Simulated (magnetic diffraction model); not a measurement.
# Magnetic neutron pattern of Dy3Ti2Ge2

Space group Cmcm (no. 63), a = 4.0300 Å, b = 10.6580 Å, c = 13.9750 Å.

| site | atom | x | y | z |
| --- | --- | --- | --- | --- |
| 4c | Dy | 1/2 | 0.0490 | 1/4 |
| 8f | Dy | 1/2 | 0.3255 | 0.0970 |
| 4b | Ge | 1/2 | 0 | 0 |
| 4c | Ge | 0 | 0.2739 | 1/4 |
| 8f | Ti | 0 | 0.1171 | 0.1100 |

The compound is invented for this exercise: a known structure type with other elements, its cell scaled to their sizes and not relaxed.

Only Dy is taken to order (form factors of Dy3+); orders and moment sizes are assumed, and not adapted to the symmetry. Radiation: neutrons of λ = 2.36 Å (absorption by Dy left out), 5° to 60°; isotropic B of 0.35 Å² (Dy), 0.35 Å² (Ge) and 0.42 Å² (Ti). The intensities are simulated: I ∝ L Σ (|F_N|² + |F_M⊥|²) for unpolarised neutrons, with F_M = 2.695 fm/μB × Σ f(s) S exp(2πi Q·r) exp(−B s²) at Q = H ± k (one set where k and −k are equivalent), only the part normal to Q counting and L = 1/(sin²θ cos θ). For collinear order S is the moment m, which repeats by lattice and centring translations R with the sign exp(−2πi k·R). Form factors are spin-only for 3d ions and dipole or tabulated for f ions, scattering lengths are Sears's of 1992, and absorption is left out. A label names one of the reflections at its angle. The strongest nuclear line in the range is 100, and lines under 0.2 are left out.

Assume the order k = (1 0 0), collinear moments along [111], 9.7 μB on Dy; signs + at (1/2, 0.0490, 1/4), + at (0, 0.4510, 3/4), − at (1/2, 0.3255, 0.0970), − at (0, 0.1745, 0.9030), − at (1/2, 0.3255, 0.4030), − at (0, 0.1745, 0.5970).

Predict the pattern, nuclear and magnetic parts apart.

| 2θ (°) | index | nuclear | magnetic |
| --- | --- | --- | --- |
| 12.71 | (0 1 0) | 0.0 | 226.3 |
| 16.01 | (0 1 1) | 0.0 | 243.3 |
| 19.45 | (0 0 2) | 4.4 | 0.0 |
| 23.30 | (0 1 2) | 0.0 | 36.9 |
| 25.59 | (0 2 0) | 2.3 | 0.0 |
| 27.42 | (0 2 1) | 17.2 | 0.0 |
| 32.34 | (0 2 2) | 1.7 | 0.0 |
| 35.48 | (1 0 1) | 0.0 | 0.7 |
| 36.48 | (1 1 0) | 14.2 | 0.0 |
| 37.84 | (1 1 1) | 34.1 | 0.0 |
| 38.80 | (0 3 0) | 0.0 | 12.2 |
| 39.32 | (0 2 3) | 85.6 | 0.0 |
| 39.48 | (0 0 4) | 5.2 | 0.0 |
| 40.08 | (0 3 1) | 0.0 | 5.2 |
| 41.64 | (0 1 4) | 0.0 | 31.6 |
| 41.67 | (1 1 2) | 17.7 | 0.0 |
| 43.07 | (1 2 0) | 0.0 | 102.7 |
| 43.75 | (0 3 2) | 0.0 | 7.1 |
| 44.26 | (1 2 1) | 0.0 | 85.4 |
| 45.56 | (1 0 3) | 0.0 | 136.8 |
| 47.49 | (1 1 3) | 100.0 | 0.0 |
| 47.64 | (0 2 4) | 34.0 | 0.0 |
| 49.38 | (0 3 3) | 0.0 | 65.8 |
| 51.76 | (0 1 5) | 0.0 | 7.5 |
| 52.56 | (1 3 0) | 63.0 | 0.0 |
| 52.57 | (0 4 0) | 4.4 | 0.0 |
| 52.98 | (1 2 3) | 0.0 | 2.1 |
| 53.59 | (1 3 1) | 29.0 | 0.0 |
| 53.59 | (0 4 1) | 45.2 | 0.0 |
| 54.84 | (1 1 4) | 63.8 | 0.0 |
| 56.55 | (0 3 4) | 0.0 | 2.4 |
| 56.57 | (1 3 2) | 8.7 | 0.0 |
| 56.58 | (0 4 2) | 1.3 | 0.0 |
| 56.94 | (0 2 5) | 1.3 | 0.0 |
| 59.85 | (1 2 4) | 0.0 | 6.8 |

The strongest magnetic line in the range is (0 1 1) at 16.01° (243.3). On top of the Lorentz factor, which all lines share, magnetic lines fade with angle because f falls: for Dy3+ it is 0.96, 0.84, 0.69 and 0.41 at sin θ/λ = 0.1, 0.2, 0.3 and 0.5 Å⁻¹, while nuclear lengths stay constant. The order has no net moment.
